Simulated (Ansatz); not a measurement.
# Decaying states in the gap of LiSnF3, part 3 of 3

Wanted: the relaxed cell of LiSnF3, its band edges and its decay constants. It is built by putting F for Cl in the LiSnCl3 structure of space group R3c, with the volume rescaled by atomic radii. The parent structure comes from the Materials Project.

Ansatz 0.2.0; PBEsol DFT, plane waves, PAW files (the session's first sound run).

So far, gap on path (eV): step 3 (band edges) 3.66.

The structure was built from a prototype and need not be the compound's stable phase.

## Step 6: Decaying states in the gap, plane (101)

Level of this step: PBEsol DFT, plane waves, PAW files; complex bands by layer matching along the plane's normal (Ansatz).

The same for the (101) plane, at (0, 0) and (-0.5, 0), to see how the decay depends on direction.

Input file input.yaml:

```yaml
crystal:
  lattice:
    - [5.780998394, 0.0, 0.0]
    - [2.774622966, 4.937777761, 0.0]
    - [2.774622966, 1.689334497, 4.639805834]
  atoms:
    - { symbol: Li, position: [0.8943253584, 0.7018915472, 0.7018915472] }
    - { symbol: Li, position: [0.3943253584, 0.2018915472, 0.2018915472] }
    - { symbol: Sn, position: [0.033667644, 0.988777452, 0.988777452] }
    - { symbol: Sn, position: [0.533667644, 0.488777452, 0.488777452] }
    - { symbol: F, position: [0.7191623293, 0.9362896526, 0.4073433542] }
    - { symbol: F, position: [0.7191623293, 0.4073433542, 0.9372046639] }
    - { symbol: F, position: [0.7191623293, 0.9372046639, 0.9362896526] }
    - { symbol: F, position: [0.2191623293, 0.4362896526, 0.4372046639] }
    - { symbol: F, position: [0.2191623293, 0.9073433542, 0.4362896526] }
    - { symbol: F, position: [0.2191623293, 0.4372046639, 0.9073433542] }
kpoints:
  mp_grid: { grid: [6, 6, 6] }
scf:
  occupations: { method: fixed }
hamiltonian:
  xc: pbesol
output:
  eigenvalues: true
  transmission:
    leads: [[0, 0]]
    kpoints: [[0.0, 0.0], [-0.5, 0.0]]
    e_range: [-1.0, 4.66]
    de: 0.11
```

Run with:

```
> ansatz run input.yaml --threads 2 --pin off --max-ram 4096MiB --backend cpu --events-out ev --progress --plain --runs-dir out
```

Numbers of over 12 decimals in the logs are rounded to 6 here.

Log:

```text
[...]
Crystal: 10 atoms, lattice volume = 132.445 Å³
Basis set: ecut = 420 eV, 2631 PW (Γ)
Bands: 48, of which v1, the nominal top of the filled ones, is band 38 counted from 1 (37 counted from 0)
Symmetry: 6 space group operations
[...]
k-points: 32 of 216 (time reversal used)
[...]
SCF iter   1: F=—  HF=-17116.638601 eV  |F-HF|=—  |Δ(HF+E_count)|=         —  Δρ=1.46e-2  dr2=1.83e-1  ethr=1.77e-3  ⟨swp⟩=4.9  Hψ=5652  notcnv=0  defer=237
[...]
SCF iter   6: F=-17116.586412 eV  HF=-17116.586412 eV  |F-HF|=8.77e-8  |Δ(HF+E_count)|=   1.87e-6  Δρ=7.40e-6  dr2=7.53e-8  ethr=1.32e-10  ⟨swp⟩=12.8  Hψ=7422  notcnv=0
SCF 1 converged in 6 iterations: F = -17116.586412 eV  dr2 = 7.53e-8
[...]
transmission: 6 of 12 steps passed
transmission: 12 of 12 steps passed
SCF converged after 6 iterations
Free energy (F): -17116.586412 eV
[...]
Internal energy: -17116.586412 eV  (E = F + TS)
E sigma→0 (E₀):  -17116.586412 eV
Fermi energy:    4.445176 eV
[...]
--- Band table (eV; the first three rows and the last of 32) ---
  k-point 0: bands = [... 34 lower, 2.0850, 2.3909, 2.4098, 3.5376, 10.5020, 10.5020, 10.6345, 10.6345, ... 6 higher]
  k-point 1: bands = [... 34 lower, 2.0868, 2.3300, 2.8426, 3.7283, 10.1238, 10.3658, 10.4194, 10.5252, ... 6 higher]
  k-point 2: bands = [... 34 lower, 2.1129, 2.2332, 3.5383, 4.0711, 9.5389, 9.8042, 10.2785, 10.3293, ... 6 higher]
  k-point 31: bands = [... 34 lower, 2.1212, 2.1212, 3.8744, 3.8744, 10.0037, 10.0037, 10.2073, 10.2073, ... 6 higher]
--- Transmission ---
  basis      : 253 plane waves across, 6 finite elements along
  points     : 2, as listed
[...]
crystal 0  : Li2F6Sn2, at the sites [0, 0], period 4.6398 Å: whole cells are its period
[...]
channels       : 0.000000e0 a spin
[...]
slowest decay  : 0.3961 /Å at (-0.5000, 0.0000)
```

Run time: 88 s. Hardware: 2 threads of Arm Neoverse N1, shared host; peak memory 0.83 GiB.

This step gave:

| Property | Result |
| --- | --- |
| decay constant at the filling level, zone centre | 0.406 Å⁻¹ |
| decay constant at the filling level, slowest listed point | 0.3961 Å⁻¹ |

K parallel (0, 0); values up to 1.5 1/Å, a degenerate pair printed once or twice; energies at which all values exceed this have no row. The Im kz of the slowest decaying states by energy, zero at the highest filled level on the SCF mesh:

| energy (eV) | decay 1 (Å⁻¹) | decay 2 (Å⁻¹) | decay 3 (Å⁻¹) | decay 4 (Å⁻¹) |
| --- | --- | --- | --- | --- |
| -1.00 | 0.145 | 0.564 | 0.596 | 0.738 |
| -0.67 | 0.616 | 0.636 | 0.792 | 0.795 |
| -0.45 | 0.644 | 0.659 | 0.817 | 0.831 |
| -0.12 | 0.172 | 0.680 | 0.689 | 0.855 |
| -0.01 | 0.212 | 0.691 | 0.698 | 0.869 |
| 0.10 | 0.242 | 0.701 | 0.706 | 0.887 |
| 0.43 | 0.306 | 0.727 | 0.729 | 0.913 |
| 0.65 | 0.335 | 0.743 | 0.743 | 0.927 |
| 0.98 | 0.366 | 0.761 | 0.763 | 0.949 |
| 1.20 | 0.381 | 0.772 | 0.775 | 0.963 |
| 1.53 | 0.397 | 0.786 | 0.791 | 0.976 |
| 1.86 | 0.406 | 0.799 | 0.805 | 0.969 |
| 2.08 | 0.409 | 0.807 | 0.814 | 0.969 |
| 2.41 | 0.408 | 0.819 | 0.825 | 0.969 |
| 2.63 | 0.405 | 0.826 | 0.833 | 0.968 |
| 2.96 | 0.396 | 0.837 | 0.843 | 0.966 |
| 3.18 | 0.386 | 0.845 | 0.850 | 0.964 |
| 3.51 | 0.366 | 0.859 | 0.861 | 0.930 |
| 3.73 | 0.347 | 0.869 | 0.869 | 0.896 |
| 4.06 | 0.311 | 0.840 | 0.883 | 0.889 |
| 4.28 | 0.278 | 0.798 | 0.893 | 0.905 |
| 4.61 | 0.204 | 0.725 | 0.886 | 0.913 |

K parallel (-0.5, 0); values up to 1.5 1/Å, a degenerate pair printed once or twice; energies at which all values exceed this have no row. The Im kz of the slowest decaying states by energy, zero at the highest filled level on the SCF mesh:

| energy (eV) | decay 1 (Å⁻¹) | decay 2 (Å⁻¹) | decay 3 (Å⁻¹) | decay 4 (Å⁻¹) |
| --- | --- | --- | --- | --- |
| -1.00 | 0.341 | 0.701 | 0.747 | 0.772 |
| -0.78 | 0.250 | 0.694 | 0.787 | 0.808 |
| -0.56 | 0.689 | 0.822 | 0.839 | 0.873 |
| -0.34 | 0.685 | 0.854 | 0.866 | 0.914 |
| -0.12 | 0.195 | 0.682 | 0.883 | 0.890 |
| -0.01 | 0.254 | 0.681 | 0.897 | 0.901 |
| 0.10 | 0.200 | 0.294 | 0.680 | 0.910 |
| 0.32 | 0.337 | 0.344 | 0.678 | 0.929 |
| 0.54 | 0.375 | 0.416 | 0.677 | 0.945 |
| 0.76 | 0.394 | 0.471 | 0.674 | 0.958 |
| 0.98 | 0.404 | 0.513 | 0.671 | 0.967 |
| 1.20 | 0.409 | 0.545 | 0.668 | 0.973 |
| 1.42 | 0.409 | 0.571 | 0.663 | 0.975 |
| 1.64 | 0.405 | 0.591 | 0.657 | 0.972 |
| 1.97 | 0.390 | 0.615 | 0.647 | 0.954 |
| 2.19 | 0.376 | 0.627 | 0.638 | 0.932 |
| 2.41 | 0.357 | 0.629 | 0.636 | 0.903 |
| 2.63 | 0.333 | 0.618 | 0.643 | 0.866 |
| 2.85 | 0.304 | 0.606 | 0.647 | 0.824 |
| 3.07 | 0.266 | 0.592 | 0.650 | 0.777 |
| 3.29 | 0.215 | 0.576 | 0.651 | 0.727 |
| 3.51 | 0.139 | 0.559 | 0.649 | 0.673 |
| 3.73 | 0.539 | 0.615 | 0.646 | 1.01 |
| 3.95 | 0.516 | 0.551 | 0.640 | 1.00 |
| 4.17 | 0.477 | 0.490 | 0.631 | 0.991 |
| 4.39 | 0.386 | 0.460 | 0.620 | 0.980 |
| 4.61 | 0.263 | 0.423 | 0.604 | 0.969 |

At the listed wavevectors the last open channel is at -0.01 eV and the next at +3.73 eV on the grid. At +1.86 eV, the grid energy nearest the filling level (the middle of the gap on the SCF mesh), the slowest state at the listed wavevectors decays with κ = 0.396 Å⁻¹, its amplitude falling by e over 2.5 Å; the first such run, plane (001), gave 0.406 Å⁻¹.

## Step 7: A check of the settings

This step: PBEsol DFT, plane waves, PAW files; complex bands by layer matching along the plane's normal; changed: output.transmission.temperature = 0.5, scf.max_iter = 50 (Ansatz 0.2.0).

This run repeats an earlier one, its twin (the complex run, plane (001)), with two settings changed (scf.max_iter, output.transmission.temperature; files written aside). The setting was drawn as a possible misstep, on purpose. Where the input is shown as a difference, that is against the step before, not the twin.

Input file input.yaml:

```yaml
crystal:
  lattice:
    - [5.663936954, 0.0, 0.0]
    - [2.831968477, 4.905113288, 0.0]
    - [2.831968477, -1.635037763, 4.767236988]
  atoms:
    - { symbol: Li, position: [0.5962169056, 0.7018915472, 0.1056746416] }
    - { symbol: Li, position: [0.5962169056, 0.2018915472, 0.6056746416] }
    - { symbol: Sn, position: [0.022445096, 0.988777452, 0.966332356] }
    - { symbol: Sn, position: [0.022445096, 0.488777452, 0.466332356] }
    - { symbol: F, position: [0.1265056835, 0.9362896526, 0.2808376707] }
    - { symbol: F, position: [0.6563669932, 0.4073433542, 0.2808376707] }
    - { symbol: F, position: [0.6554519819, 0.9372046639, 0.2808376707] }
    - { symbol: F, position: [0.6563669932, 0.4362896526, 0.7808376707] }
    - { symbol: F, position: [0.6554519819, 0.9073433542, 0.7808376707] }
    - { symbol: F, position: [0.1265056835, 0.4372046639, 0.7808376707] }
kpoints:
  mp_grid: { grid: [6, 6, 6] }
scf:
  occupations: { method: fixed }
  max_iter: 50
hamiltonian:
  xc: pbesol
output:
  eigenvalues: true
  transmission:
    leads: [[0, 0]]
    kpoints: [[0.0, 0.0], [0.0, -0.5]]
    e_range: [-1.0, 4.66]
    de: 0.14
    temperature: 0.5
```

Log:

```text
Error: invalid value for `output.transmission.temperature`: must be finite and ≥ 1.2; got 0.5 K
```

It took 0.17 s on 2 threads; peak memory 0.085 GiB.

The program refused the input before any cycle.

The program's message: “Error: invalid value for `output.transmission.temperature`: must be finite and ≥ 1.2; got 0.5 K”

The change that led to it: output.transmission.temperature = 0.5.

## Step 8: A check of the settings

This step: PBEsol DFT, plane waves, PAW files; complex bands by layer matching along the plane's normal; changed: total_charge = -1 (Ansatz 0.2.0).

This run repeats an earlier one, its twin (the complex run, plane (001)), with one setting changed (total_charge; files written aside). It is meant to test what a charged cell does. Where the input is shown as a difference, that is against the step before, not the twin.

Changes to input.yaml since step 7:

```diff
@@ -20,3 +20,2 @@
   occupations: { method: fixed }
-  max_iter: 50
 hamiltonian:
@@ -30,2 +29,2 @@
     de: 0.14
-    temperature: 0.5
+total_charge: -1
```

Log:

```text
Error: inconsistent input (scf.occupations.method, magnetization): a σ = 0 step fill (method: fixed, or a smearing width below the step floor) cannot realise an odd electron count (77) without a locked total moment — the per-k integer fill puts the same N_el/2 bands in each spin channel; set magnetization.spin_polarized: true with magnetization.spin_locking.lock_magnetization: hard and an odd magnetization.initial_magnetization (the unpaired electron then fills one channel), or use a smearing method with a finite width, such as fermi_dirac
```

The job ended after 0.16 s (2 threads; peak memory 0.084 GiB).

The input was rejected at the start.

The program's message: “Error: inconsistent input (scf.occupations.method, magnetization): a σ = 0 step fill (method: fixed, or a smearing width below the step floor) cannot realise an odd electron count (77) without a locke …”

## Step 9: Results

```yaml
band_gap: 3.66 eV
least_decay_constant_at_mid_gap_normal_to_001: 0.406 Å⁻¹
least_decay_constant_at_mid_gap_normal_to_101: 0.396 Å⁻¹
least_decay_constant_on_a_mesh_normal_to_001: 0.405 Å⁻¹
```

In words: With PBEsol, the slowest decay at the wavevectors tried is κ = 0.396 Å⁻¹, normal to (101). Through such a film the transmission near mid-gap falls as exp(−2κd), a factor of ten every 2.9 Å. The directions tried decay at nearly the same rate. A free electron under a barrier of half the gap would need a mass of 0.33 mₑ to decay at this rate. The compound is made up by substitution; its stability against other phases and against distortions of the cell's symmetry was not tested. A semilocal functional narrows gaps, so real decay constants are likely larger.

[Logs are printed without paths, hosts, clocks, repeated set-up lines and the standing remarks that a program may print on its own settings, such as how far it seeks lower states.]

[Hosts, paths, dates, database ids (printed as entryN), source tags and the programs' standing remarks are cut or masked in the printed files.]
